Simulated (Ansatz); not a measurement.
Sb2Ru (Pnnm), computed twice by G0W0.

```xyz
6
Lattice="5.9514 0.0000 0.0000 0.0000 6.6743 0.0000 0.0000 0.0000 3.1790" Properties=species:S:1:pos:R:3 pbc="T T T"
Sb    1.0784    2.3961    0.0000
Sb    4.8730    4.2782    0.0000
Sb    4.0541    0.9411    1.5895
Sb    1.8973    5.7332    1.5895
Ru    0.0000    0.0000    0.0000
Ru    2.9757    3.3371    1.5895
```

The cell and positions come from the Crystallography Open Database and are kept as given unless a step says otherwise. Spin-orbit coupling is left out unless a run names it.

The first (Ansatz 0.2.0; start r2SCAN, 4×4×6 mesh, 330 empty bands, screening to 110 eV, hard PAW files; 1 × NVIDIA H100 80GB HBM3 (shared by 3 runs) with 4 threads of AMD EPYC 7R13 (Zen 3), shared host) gave, on its mesh: starting gap 0.23 eV, G0W0 gap 0.80 eV, RPA ε∞ (mean) 21.19, 3.3 min.

**Question.** The second changes empty bands from 330 to 1272 and screening cutoff (eV) from 110.0 to 270.0. What does it give?

It gave: starting gap 0.23 eV, G0W0 gap 0.71 eV, RPA ε∞ (mean) 21.15, 14 min. The G0W0 gap moves by −0.09 eV, +0.00 eV from the start and −0.09 eV from the correction. Σc changes by −0.23 eV at the valence top and −0.32 eV at the conduction bottom, and Σx − Vxc between them by +0.00 eV.

Limits: not at the basis limit; no spin polarisation; d states lean on the start; no spin-orbit coupling; coarse k mesh.

[Paths, hosts, dates, memory and timing lines, banners, echoed tables and standing remarks are left out of the program output.]

[Logs are printed without paths, hosts, clocks, repeated set-up lines and the standing remarks that a program may print on its own settings, such as how far it seeks lower states.]

[Runs of the session that timed out or met a known fault of the program may be left out.]

[Cells called generated may have been cut or substituted from an entry of the Crystallography Open Database or the Materials Project.]

[Hosts, paths, dates, database ids (printed as entryN), source tags and the programs' standing remarks are cut or masked in the printed files.]
